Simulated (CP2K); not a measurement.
Consider dimethylsilane at its PBE geometry (Å).

```xyz
11

C     1.4624    0.6099   -0.0544
Si    0.1153   -0.6383    0.3308
C    -1.5671   -0.0368   -0.2437
H     2.4455    0.2541    0.2838
H     1.2635    1.5695    0.4440
H     1.5271    0.7994   -1.1354
H     0.0785   -0.8940    1.8046
H     0.4354   -1.9397   -0.3343
H    -2.3531   -0.7700   -0.0166
H    -1.8352    0.9081    0.2504
H    -1.5723    0.1379   -1.3291
```

Method: CP2K XAS_TDP, all-electron GAPW, PBEh(45%), aug-pc-1, TDA, GW2X-corrected core level, no relativity.

Q: Where do the C K-edge lines lie, and how strong are they?

Leading lines: C1 289.54 eV. The leading line of an atom is its first one with 35 % of the strongest within 2.5 eV of its lowest line over the strength cut. Core ionisation energies at this level: C1 290.91 eV.

The first six lines of each atom with a strength over 0.0015:

| atom | energy (eV) | states | strength, one atom | above the computed threshold |
| --- | --- | --- | --- | --- |
| C1 (bonded to Si and 3 H), 2 alike | 288.79 | 1 | 0.0016 |  |
|  | 289.54 | 1 | 0.0143 |  |
|  | 289.65 | 1 | 0.0185 |  |
|  | 289.81 | 1 | 0.0070 |  |
|  | 290.28 | 1 | 0.0106 |  |
|  | 290.35 | 1 | 0.0067 |  |

Lines are vertical, at one geometry, with no vibrational structure. GW2X ionisation energies and lines can be off by 1 to 2 eV either way, and a good line position may hide errors that cancel. These values hold no scalar relativity, about 0.1 eV for C 1s. Rydberg lines, and the discretised continuum above threshold, depend on the basis and the box.

[Banner, clock and machine lines of the logs are left out without a mark of their own.]

[Logs are printed without paths, hosts, clocks, repeated set-up lines and the standing remarks that a program may print on its own settings, such as how far it seeks lower states.]

[Hosts, paths, dates, database ids (printed as entryN), source tags and the programs' standing remarks are cut or masked in the printed files.]
